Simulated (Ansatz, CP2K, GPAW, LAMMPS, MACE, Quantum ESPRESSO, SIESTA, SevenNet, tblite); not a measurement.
## SIESTA runs on amorphous carbon (64 atoms)

How do the settings of SIESTA change the result for amorphous carbon (64 atoms)? A plane-wave run serves as the yardstick.

Program: SIESTA 5.4.2. Level of theory: the method is named at each step. Results are calculated unless marked as measured.

## (1) Set-up

The cell holds 64 atoms: 64 C. Its edges and angles: a = 7.590 Å, b = 7.590 Å, c = 7.590 Å, α = 90.0°, β = 90.0°, γ = 90.0°. 64 atoms (64 C) placed at random at 2.92 g/cm³, melted at 6000 K for 10 ps at fixed volume with the Tersoff potential (Tersoff, Phys. Rev. B 39, 5566 (1989)). Quenched from 6000 K to 300 K at 100 K/ps and fixed volume, held 5 ps, then minimised at fixed cell.

The yardstick, on the same geometry:

| Item | Value |
| --- | --- |
| method | Kohn-Sham DFT, PBE, SSSP efficiency 1.3.0 pseudopotentials, plane waves (Quantum ESPRESSO 7.5); sssp-pbe-1.3.0-efficiency, cutoffs 45/360 Ry, Γ point |
| r.m.s. force component | 1.258 eV/Å |
| longest force | 5.077 eV/Å |
| pressure | -7.191 GPa |
| time | 41 s on 2 MPI ranks of Arm Neoverse V1, shared host |
| CPU time | 83 s |

## (2) PBE, DZP, shift 0.01 Ry, mesh 300 Ry

Method: Kohn-Sham DFT, PBE, PseudoDojo 0.4.1 norm-conserving pseudopotentials (converted to PSML), numerical atomic orbitals (DZP), diagonalisation.

The .psml files are PseudoDojo norm-conserving potentials that we converted to this format, checked against plane waves on the same files for H, C, O, Si, Ge and Ca alone.

File input.fdf:

```
SystemLabel cell
NumberOfAtoms 64
NumberOfSpecies 1
%block ChemicalSpeciesLabel
  1 6 C
%endblock ChemicalSpeciesLabel
LatticeConstant 1.0 Ang
%block LatticeVectors
  7.59030 0.00000 0.00000
  0.00000 7.59030 0.00000
  0.00000 0.00000 7.59030
%endblock LatticeVectors
PAO.BasisSize DZP
PAO.EnergyShift 0.01 Ry
XC.Functional GGA
XC.Authors PBE
MeshCutoff 300 Ry
%block kgrid_Monkhorst_Pack
  1 0 0 0.0
  0 1 0 0.0
  0 0 1 0.0
%endblock kgrid_Monkhorst_Pack
SolutionMethod diagon
OccupationFunction FD
ElectronicTemperature 580 K
SCF.Mixer.Method Pulay
SCF.Mixer.Weight 0.05
SCF.Mixer.History 8
SCF.Mix Hamiltonian
MaxSCFIterations 300
SCF.DM.Tolerance 1e-04
SCF.H.Tolerance 1.0e-3 eV
WriteForces T
Write.HirshfeldPop T
Write.VoronoiPop T
Write.DM F
Write.H F
XML.Write F
AtomicCoordinatesFormat Fractional
%block AtomicCoordinatesAndAtomicSpecies
  0.83466 0.91928 0.71452 1
  0.87226 0.18332 0.50226 1
  0.52196 0.75401 0.63807 1
  0.39522 0.23812 0.98117 1
  0.61259 0.65078 0.94456 1
  0.20368 0.46720 0.17574 1
  0.84238 0.67247 0.51879 1
  0.74571 0.09433 0.10113 1
  0.36756 0.24992 0.78106 1
  0.53495 0.35500 0.07354 1
  0.19499 0.51728 0.62127 1
  0.85198 0.03839 0.38158 1
  0.36478 0.76883 0.50936 1
  0.62416 0.63810 0.23547 1
  0.26679 0.12290 0.08360 1
  0.29431 0.88733 0.85153 1
  0.61390 0.94811 0.09812 1
  0.18346 0.70899 0.58267 1
  0.76307 0.49188 0.51217 1
  0.96285 0.80924 0.82223 1
  0.17431 0.07927 0.39456 1
  0.15612 0.20893 0.53203 1
  0.94294 0.86311 0.00789 1
  0.52406 0.12224 0.69611 1
  0.90629 0.37072 0.42912 1
  0.94302 0.73372 0.14776 1
  0.68245 0.93958 0.42172 1
  0.70524 0.27845 0.13765 1
  0.58646 0.84381 0.26729 1
  0.06668 0.78600 0.27919 1
  0.26047 0.78542 0.18020 1
  0.55643 0.08784 0.48866 1
  0.48157 0.90933 0.77890 1
  0.50973 0.55446 0.08290 1
  0.44570 0.38350 0.38552 1
  0.59126 0.84374 0.93287 1
  0.03236 0.70873 0.45652 1
  0.06311 0.18325 0.02199 1
  0.05740 0.50263 0.92300 1
  0.39647 0.81751 0.32228 1
  0.04221 0.17363 0.81766 1
  0.51352 0.54843 0.69558 1
  0.80982 0.59527 0.18034 1
  0.86384 0.40211 0.20365 1
  0.14720 0.81322 0.74705 1
  0.11858 0.39197 0.48444 1
  0.46659 0.19460 0.35679 1
  0.59816 0.51350 0.38859 1
  0.68888 0.43536 0.69683 1
  0.74685 0.55816 0.84369 1
  0.92120 0.04587 0.05701 1
  0.31479 0.60085 0.07899 1
  0.34536 0.46136 0.74738 1
  0.25605 0.43128 0.34994 1
  0.72146 0.82021 0.57541 1
  0.23961 0.55258 0.90021 1
[... 4 atom lines left out ...]
  0.03179 0.37764 0.08749 1
  0.26817 0.93123 0.03505 1
  0.86460 0.13074 0.70983 1
  0.69157 0.23326 0.73773 1
%endblock AtomicCoordinatesAndAtomicSpecies
```

The run is started by

```
> OMP_NUM_THREADS=1 mpirun -np 2 siesta < input.fdf > output.txt
```

What it wrote:

```text
Version         : 5.4.2
reinit: System Name:
reinit: System Label: cell
initatom: Reading input for the pseudopotentials and atomic orbitals ----------
Species number:   1 Atomic number:    6 Label: C
Ground state valence configuration (from tables):   2s02  2p02  3d00  4f00
---- Processing specs for species: C
GGA--PBE XC_GGA_X_PBE--XC_GGA_C_PBE pb
C pseudopotential only contains V_ls up to l=1 -- lmxkb reset.
Using PAO.SplitTailNorm
%block ChemicalSpeciesLabel
    1    6 C                       # Species index, atomic number, species label
%endblock ChemicalSpeciesLabel
%block PAO.Basis                 # Define Basis set
C                     2                    # Species label, number of l-shells
 n=2   0   2                         # n, l, Nzeta
   4.484      3.048
   1.000      1.000
 n=2   1   2 P   1                   # n, l, Nzeta, Polarization, NzetaPol
   5.436      3.692
   1.000      1.000
%endblock PAO.Basis
coor:   Atomic-coordinates input format  =     Fractional
siesta: System type = bulk
initatomlists: Number of atoms, orbitals, and projectors:     64   832   512
siesta: ******************** Simulation parameters ****************************
Total number of electrons:   256.000000
Total ionic charge:   256.000000
 Kpoints in:            1 . Kpoints trimmed:            1
siesta: k-grid: Number of k-points = 1
siesta: k-points from Monkhorst-Pack grid
siesta: k-cutoff (effective) =     3.795 Ang
siesta: k-point supercell and displacements
siesta: k-grid:     1     0     0      0.000
siesta: k-grid:     0     1     0      0.000
siesta: k-grid:     0     0     1      0.000
                     ====================================
                        Single-point calculation
                     ====================================
outcell: Unit cell vectors (Ang):
        7.590300    0.000000    0.000000
        0.000000    7.590300    0.000000
        0.000000    0.000000    7.590300
outcell: Cell vector modules (Ang)   :    7.590300    7.590300    7.590300
outcell: Cell angles (23,13,12) (deg):     90.0000     90.0000     90.0000
outcell: Cell volume (Ang**3)        :    437.2973
Gamma-point calculation with multiply-connected orbital pairs
Gamma-point calculation with multiply-connected orbital pairs
Folding of H and S implicitly performed
Folding of H and S implicitly performed
new_DM -- step:     1
Initializing Density Matrix...
Attempting to read DM from file... Failed...
DM filled with atomic data:
InitMesh: MESH = 80 x 80 x 80 = 512000
InitMesh: Mesh cutoff (required, used) =   300.000   307.018 Ry
stepf: Fermi-Dirac step function
        iscf     Eharris(eV)        E_KS(eV)     FreeEng(eV)     dDmax    Ef(eV) dHmax(eV)
   scf:    1   -10291.669306   -10407.078511   -10407.266689  1.835854 -4.758974  5.944457
   scf:    2   -10411.699769   -10409.620577   -10409.818771  0.035356 -4.735013  4.447922
   scf:    3   -10412.808548   -10411.892381   -10412.110549  0.069830 -4.662447  1.896798
   scf:    4   -10412.775871   -10412.380263   -10412.595468  0.026284 -4.607277  1.248192
   scf:    5   -10413.224392   -10412.854015   -10413.071017  0.029710 -4.512851  1.035400
   scf:    6   -10413.426664   -10413.160598   -10413.378826  0.019146 -4.410686  0.767953
   scf:    7   -10413.478555   -10413.345451   -10413.565344  0.020773 -4.297723  0.436463
   scf:    8   -10413.410204   -10413.381585   -10413.603718  0.010703 -4.269616  0.288945
   scf:    9   -10413.414756   -10413.402725   -10413.624977  0.006904 -4.253293  0.132016
   scf:   10   -10413.409280   -10413.406487   -10413.628432  0.002481 -4.250752  0.071820
   scf:   11   -10413.412097   -10413.409790   -10413.631235  0.003060 -4.248699  0.036522
   scf:   12   -10413.410770   -10413.410321   -10413.631785  0.000671 -4.248463  0.026034
[...]
scf:   16   -10413.411138   -10413.411055   -10413.632520  0.000184 -4.248816  0.005991
   scf:   17   -10413.411124   -10413.411090   -10413.632533  0.000108 -4.249074  0.004643
   scf:   18   -10413.411135   -10413.411113   -10413.632545  0.000137 -4.249165  0.002852
   scf:   19   -10413.411138   -10413.411126   -10413.632554  0.000156 -4.249187  0.001564
   scf:   20   -10413.411136   -10413.411131   -10413.632556  0.000080 -4.249162  0.000896
SCF Convergence by DM+H criterion
max |DM_out - DM_in|         :     0.0000796805
max |H_out - H_in|      (eV) :     0.0008957972
SCF cycle converged after 20 iterations
Using DM_out to compute the final energy and forces
siesta: E_KS(eV) =           -10413.4111
siesta: E_KS - E_eggbox =    -10413.4111
siesta: Atomic forces (eV/Ang):
     1   -1.161549    0.731386   -0.000697
     2    2.623632    1.122228    1.487777
     3   -0.707127    0.178209   -1.117965
     4    0.644108    0.626567    0.568757
     5   -1.964254    0.034178   -3.249078
     6   -0.567840   -1.858581    1.838293
     7    1.226612    0.510743   -1.130562
     8    0.035119    1.460165    0.876023
     9    0.098644    0.106655    0.255479
    10    1.750825   -2.520785   -0.009982
    11    0.154535   -1.169368   -0.303919
    12    1.074343   -2.137837    0.479270
[...]
60    1.146238   -1.307038   -1.514443
    61    1.740987    1.641874   -0.100015
    62   -0.699446   -0.923131    0.824318
    63    0.050535   -0.982417   -0.216203
    64   -0.306207   -1.052851   -1.410888
----------------------------------------
   Tot   -0.002685   -0.000850   -0.003603
----------------------------------------
   Max    4.340259
   Res    1.239215    sqrt( Sum f_i^2 / 3N )
----------------------------------------
   Max    4.340259    constrained
Stress tensor Voigt[x,y,z,yz,xz,xy] (kbar):       58.89       15.12      -62.17       15.81       14.12       29.26
(Free)E + p*V (eV/cell)   -10414.7102
Target enthalpy (eV/cell)   -10413.6326
siesta: Program's energy decomposition (eV):
siesta: Ebs     =     -3455.195167
siesta: Eions   =     18058.349956
siesta: Ena     =      4777.521113
siesta: Ekin    =      7078.493465
siesta: Enl     =      -350.289411
siesta: DEna    =      -174.757268
siesta: DUscf   =        14.160034
siesta: Ex      =     -3364.736071
siesta: Ec      =      -335.453037
siesta: Exc     =     -3700.189107
siesta: Eharris =    -10413.411136
siesta: Etot    =    -10413.411131
siesta: FreeEng =    -10413.632556
siesta: Final energy (eV):
siesta:  Band Struct. =   -3455.195167
siesta:       Kinetic =    7078.493465
siesta:       Hartree =    1376.969863
siesta:         Exch. =   -3364.736071
siesta:         Corr. =    -335.453037
siesta:   Exch.-corr. =   -3700.189107
siesta:  Ion-electron =   -9238.787061
siesta:       Ion-ion =   -5929.898291
siesta:         Total =  -10413.411131
siesta:         Fermi =      -4.249162
siesta: Stress tensor (static) (eV/Ang**3):
siesta:     0.036758    0.018263    0.008813
siesta:     0.018263    0.009439    0.009872
siesta:     0.008812    0.009871   -0.038804
siesta: Cell volume =        437.297328 Ang**3
siesta: Pressure (static):
siesta:                Solid            Molecule  Units
siesta:          -0.00002684         -0.00001161  Ry/Bohr**3
siesta:          -0.00246431         -0.00106603  eV/Ang**3
siesta:          -3.94825818         -1.70796247  kBar
    Orbital volume contribution        =          24.300946 eV
    (Free)E + p_basis*V_orbitals       =      -10389.331611 eV
    (Free)Eharris+ p_basis*V_orbitals  =      -10389.331616 eV
Hirshfeld Atomic Populations:
Atom #   charge [q] valence [e]  Species
     1    -0.025690    4.025690  C
     2     0.012385    3.987615  C
     3     0.019275    3.980725  C
     4    -0.016599    4.016599  C
     5     0.020209    3.979791  C
     6    -0.010673    4.010673  C
     7    -0.010478    4.010478  C
     8    -0.009825    4.009825  C
     9     0.020204    3.979796  C
    10     0.013476    3.986524  C
    11     0.002610    3.997390  C
    12     0.014199    3.985801  C
[...]
--------------------
 Total    -0.000016
Voronoi Atomic Populations:
Atom #   charge [q] valence [e]  Species
[...]
60     0.008355    3.991645  C
    61     0.013400    3.986600  C
    62    -0.019759    4.019759  C
    63     0.025749    3.974251  C
    64    -0.004650    4.004650  C
--------------------
 Total    -0.000015
```

Wall time 1.9 min (2 MPI ranks of Arm Neoverse V1, shared host); peak memory 0.89 GiB.

Banners, paths, timers and routine set-up lines are dropped from the logs unmarked, and long logs keep their key lines alone; longer cuts are marked.

Against the reference:

- r.m.s. force component: 1.239 eV/Å
- r.m.s. difference of force components: 160.4 meV/Å
- longest difference of force vectors: 475.8 meV/Å
- force difference over r.m.s. force: 12.75 %
- slope of forces against the reference's: 0.9771
- correlation of force components: 0.9919
- pressure: -0.3948 GPa
- pressure difference: 6.796 GPa

This run lies far from the reference in forces at the same functional.

The surroundings of C47, picked at random, nearest first, numbered as they follow in the input and with coordinates relative to it.

```csv
atom,x,y,z,distance (Å),bonds,Hirshfeld charge (e),Fx,Fy,Fz (eV/Å)
C47,0.00,0.00,0.00,0.00,3,-0.01,-0.82,1.63,3.00
C32,0.68,-0.81,1.00,1.46,3,0.00,-0.71,1.05,1.46
C35,-0.16,1.43,0.22,1.46,3,-0.03,1.50,1.28,-0.41
C57,-1.19,-0.60,-0.62,1.46,3,0.01,-1.37,0.61,-0.20
C21,-2.22,-0.88,0.29,2.40,3,-0.04,-0.48,-0.01,-1.81
C54,-1.60,1.80,-0.05,2.40,3,-0.01,0.18,0.25,-3.16
C10,0.52,1.22,-2.15,2.52,3,0.01,1.75,-2.52,-0.01
C28,1.81,0.64,-1.66,2.54,3,-0.01,-0.78,1.47,-1.74
C27,1.64,-1.94,0.49,2.58,4,0.01,-0.15,0.55,-0.42
C15,-1.52,-0.54,-2.07,2.63,4,0.00,-0.09,-0.95,-1.25
C48,1.00,2.42,0.24,2.63,3,-0.02,-0.62,-1.55,1.25
C24,0.44,-0.55,2.58,2.67,4,0.01,0.33,0.02,-0.52
C22,-2.36,0.11,1.33,2.71,3,0.00,-1.99,-2.42,0.47
```

Forces lie 13 % from the reference's, at 2.7 times its CPU time.

## (3) PBE, SZ, shift 0.01 Ry, mesh 300 Ry

Method: Kohn-Sham DFT, PBE, PseudoDojo 0.4.1 norm-conserving pseudopotentials (converted to PSML), numerical atomic orbitals (SZ), diagonalisation.

Changes to input.fdf since step 2:

```diff
@@ -12,3 +12,3 @@
 %endblock LatticeVectors
-PAO.BasisSize DZP
+PAO.BasisSize SZ
 PAO.EnergyShift 0.01 Ry
```

The run is started by

```
> OMP_NUM_THREADS=1 siesta < input.fdf > output.txt
```

What it wrote:

```text
Version         : 5.4.2
reinit: System Name:
reinit: System Label: cell
initatom: Reading input for the pseudopotentials and atomic orbitals ----------
Species number:   1 Atomic number:    6 Label: C
Ground state valence configuration (from tables):   2s02  2p02  3d00  4f00
---- Processing specs for species: C
GGA--PBE XC_GGA_X_PBE--XC_GGA_C_PBE pb
C pseudopotential only contains V_ls up to l=1 -- lmxkb reset.
Using PAO.SplitTailNorm
%block ChemicalSpeciesLabel
    1    6 C                       # Species index, atomic number, species label
%endblock ChemicalSpeciesLabel
%block PAO.Basis                 # Define Basis set
C                     2                    # Species label, number of l-shells
 n=2   0   1                         # n, l, Nzeta
   4.484
   1.000
[... lines left out ...]
Total number of electrons:   256.000000
[... lines left out ...]
stepf: Fermi-Dirac step function
        iscf     Eharris(eV)        E_KS(eV)     FreeEng(eV)     dDmax    Ef(eV) dHmax(eV)
[... lines left out ...]
SCF Convergence by DM+H criterion
[... lines left out ...]
SCF cycle converged after 21 iterations
[... lines left out ...]
   Max    4.973826
[... lines left out ...]
   Max    4.973826    constrained
Stress tensor Voigt[x,y,z,yz,xz,xy] (kbar):     -147.93     -183.99     -246.39       10.38        1.97       -3.31
[... lines left out ...]
Target enthalpy (eV/cell)   -10344.9749
siesta: Program's energy decomposition (eV):
siesta: Ebs     =     -3590.617888
siesta: Eions   =     18058.349956
siesta: Ena     =      4777.521113
siesta: Ekin    =      6746.738080
siesta: Enl     =      -272.108510
siesta: DEna    =        86.353994
siesta: DUscf   =         3.346214
siesta: Ex      =     -3287.380537
siesta: Ec      =      -340.901428
siesta: Exc     =     -3628.281966
siesta: Eharris =    -10344.781033
siesta: Etot    =    -10344.781030
siesta: FreeEng =    -10344.974933
siesta: Final energy (eV):
siesta:  Band Struct. =   -3590.617888
siesta:       Kinetic =    6746.738080
siesta:       Hartree =    1155.885632
siesta:         Exch. =   -3287.380537
siesta:         Corr. =    -340.901428
siesta:   Exch.-corr. =   -3628.281966
siesta:  Ion-electron =   -8689.224486
siesta:       Ion-ion =   -5929.898291
siesta:         Total =  -10344.781030
siesta:         Fermi =      -4.522280
siesta: Stress tensor (static) (eV/Ang**3):
siesta:    -0.092328   -0.002069    0.001230
siesta:    -0.002069   -0.114838    0.006481
siesta:     0.001229    0.006480   -0.153782
siesta: Cell volume =        437.297328 Ang**3
siesta: Pressure (static):
siesta:                Solid            Molecule  Units
siesta:           0.00131040          0.00130078  Ry/Bohr**3
siesta:           0.12031566          0.11943242  eV/Ang**3
siesta:         192.76694011        191.35182931  kBar
    Orbital volume contribution        =          12.436572 eV
    (Free)E + p_basis*V_orbitals       =      -10332.538361 eV
    (Free)Eharris+ p_basis*V_orbitals  =      -10332.538363 eV
Hirshfeld Atomic Populations:
Atom #   charge [q] valence [e]  Species
     1    -0.032835    4.032835  C
     2     0.000966    3.999034  C
     3     0.026453    3.973547  C
[...]
--------------------
 Total    -0.000018
Voronoi Atomic Populations:
Atom #   charge [q] valence [e]  Species
[...]
63     0.042524    3.957476  C
    64    -0.001476    4.001476  C
--------------------
 Total    -0.000017
```

Elapsed: 45 s, on 1 thread; peak memory 0.35 GiB.

Against the reference:

| Property | Result |
| --- | --- |
| r.m.s. force component | 1.507 eV/Å |
| r.m.s. difference of force components | 754.1 meV/Å |
| longest difference of force vectors | 2431 meV/Å |
| force difference over r.m.s. force | 59.95 % |
| slope of forces against the reference's | 1.038 |
| correlation of force components | 0.8663 |
| pressure | 19.28 GPa |
| pressure difference | 26.47 GPa |

This is a coarse setting, run to see what it loses.

Against the first run (13 %), the force difference from the reference is 60 %, at 0.20 times the CPU time (on 1 against 2 cores), with 256 basis functions against 832: the smaller basis costs accuracy.

(Continued in part 2 of 2.)

[Also dropped from logs without a mark: logging warnings of Python, and SIESTA's first energy breakdown and zero terms.]

[Logs are printed without paths, hosts, clocks, repeated set-up lines and the standing remarks that a program may print on its own settings, such as how far it seeks lower states.]

[Hosts, paths, dates, database ids (printed as entryN), source tags and the programs' standing remarks are cut or masked in the printed files.]
